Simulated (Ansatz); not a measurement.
# CrRh3: which shell does photoemission see at 21.2 and 100 eV? (r²SCAN)

The valence band of CrRh3 mixes several shells. Work out by hand which one leads the spectrum's area at each photon energy.

Filled states come from the projected DOS of Ansatz 0.2.0 (r²SCAN, plane waves); cross sections σ and asymmetry parameters β are those of free atoms in a Dirac–Hartree–Slater calculation. A shell's area is states × σ × angular factor, which is 1 + β·P₂(cos θ) for linear light, with θ = 0° from the polarisation and P₂ = 1.000.

**At 21.2 eV** (states counted from 9.7 eV below the zero; other shells add 0.33 to the products' sum of 80.5):

```
shell  filled states a cell  cross section (Mb an electron)      β  angular factor  product  share by hand (%)  share in the simulated spectrum (%)
Rh 4d                 24.50                            3.03  -0.06            0.94     69.9                 87                                   87
Cr 3d                  4.85                            1.87   0.13            1.13     10.3                 13                                   13
```

**At 100 eV** (states counted from 9.7 eV below the zero; other shells add 0.14 to the products' sum of 6.38):

```
shell  filled states a cell  cross section (Mb an electron)     β  angular factor  product  share by hand (%)  share in the simulated spectrum (%)
Rh 4d                 24.50                          0.0251  0.97            1.97     1.21                 19                                   19
Cr 3d                  4.85                           0.533  0.94            1.94     5.02                 79                                   79
```

Rh 4d leads at 21.2 eV and Cr 3d at 100 eV. Between the two energies σ of Rh 4d changes by a factor 0.0083 and that of Cr 3d by 0.28, so their ratio moves 34-fold in favour of the second. The simulated spectrum uses the same rule on the energy-resolved DOS, so the two share columns agree within a few points.

Only crystals where the two columns agree within 4 points and the lead is clear are worked in this form. Free-atom cross sections ignore the solid's final states, no escape depth or background enters, and the count of states a shell hangs on the projection.

[Logs are printed without paths, hosts, clocks, repeated set-up lines and the standing remarks that a program may print on its own settings, such as how far it seeks lower states.]
